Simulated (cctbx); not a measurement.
## Interatomic vectors of CdBAsSeS3

Space group P2_1 (no. 4), a = 6.1500 Å, b = 6.1960 Å, c = 9.4450 Å, α = 90.00°, β = 107.64°, γ = 90.00°, content Cd2 Se2 As2 S6 B2.

Simulated single-crystal data (cctbx): Ga Kα, λ = 1.3414 Å, to d = 0.83 Å, 80 % of the full sphere, strongest reflection 20000 counts, noise from counting, a 6 % proportional error and a noise floor of 4 counts (s.d.); no absorption.

Patterson synthesis, origin scaled to 1000:

```text
Patterson group P 1 2/m 1
      u       v       w   height  length (A)
  0.000   0.000   0.000   1000.0     0.00
  0.462   0.500   0.866    237.2     4.63
  0.029   0.000   0.589    236.9     3.94
  0.140   0.500   0.017    210.3     3.21
  0.281   0.000   0.245    208.0     2.43
  0.104   0.500   0.430    200.1     4.99
  0.427   0.500   0.264    176.2     4.33
  0.318   0.000   0.837    166.1     2.83
  0.360   0.241   0.378    126.1     3.89
  0.166   0.500   0.807     92.9     3.89
  0.387   0.500   0.665     90.2     5.46
  0.257   0.000   0.687     75.2     3.76
  0.159   0.500   0.254     72.1     3.86
  0.432   0.260   0.819     64.4     3.91
```

Q: Assign the vectors.

A peak at u stands for all pairs with xi − xj = u, with weight Σ ZiZj against Σ Z² = 10684 at the origin. Peak heights follow these weights only roughly, since form factors, motion and series ripples differ, all vectors within 0.55 Å of a peak are counted as merged into it though the farther ones add only part of their weight, and F(000) is left out, which lowers the whole map:

| u | v | w | shortest length (Å) | height | 1000 ΣZiZj/ΣZ² | pairs in the cell |
| --- | --- | --- | --- | --- | --- | --- |
| 0.462 | 0.500 | 0.866 | 4.43 | 237 | 216 | 1 × Cd–Cd |
| 0.029 | 0.000 | 0.589 | 3.94 | 237 | 446 | 2 × Cd–As, 2 × Se–S, 2 × S–S |
| 0.140 | 0.500 | 0.017 | 3.21 | 210 | 435 | 2 × Cd–Se, 2 × As–S, 2 × As–B |
| 0.281 | 0.000 | 0.245 | 2.43 | 208 | 354 | 2 × Se–As, 2 × Cd–S |
| 0.104 | 0.500 | 0.430 | 4.99 | 200 | 258 | 2 × Se–As, 2 × S–S |
| 0.427 | 0.500 | 0.264 | 4.33 | 176 | 297 | 2 × Cd–As |
| 0.318 | 0.000 | 0.837 | 2.83 | 166 | 306 | 2 × Cd–Se |
| 0.360 | 0.241 | 0.378 | 3.88 | 126 | 225 | 2 × Se–S, 2 × As–S, 1 × S–S |
| 0.166 | 0.500 | 0.807 | 3.88 | 93 | 108 | 1 × Se–Se |
| 0.387 | 0.500 | 0.665 | 5.16 | 90 | 117 | 1 × As–As, 2 × S–B |

The table stops at ten peaks or at a height of 45, below which ripples compete. In the model behind the data Cd, the heaviest element, has 1 independent site: (0.2691, 0.8071, 0.5672), up to an allowed shift of origin; the Cd–Cd vectors are differences of these positions and their symmetry mates. The whole model:

| atom | mult. | x | y | z | Ueq (Å²) |
| --- | --- | --- | --- | --- | --- |
| Cd1 | 2 | 0.2691 | 0.8071 | 0.5672 | 0.0113 |
| Se1 | 2 | 0.5838 | 0.7489 | 0.4042 | 0.0165 |
| As1 | 2 | 0.3064 | 0.7513 | 0.1677 | 0.0147 |
| S1 | 2 | 0.5690 | 0.7454 | 0.8501 | 0.0211 |
| S2 | 2 | 0.0150 | 0.0006 | 0.2249 | 0.0200 |
| S3 | 2 | 0.9783 | 0.9877 | 0.7842 | 0.0187 |
| B1 | 2 | 0.8288 | 0.7571 | 0.7985 | 0.0247 |

The model is made up (kin elements in a known structure type, no relaxation), so it says nothing on whether the phase exists.

[Logs are printed without paths, hosts, clocks, repeated set-up lines and the standing remarks that a program may print on its own settings, such as how far it seeks lower states.]
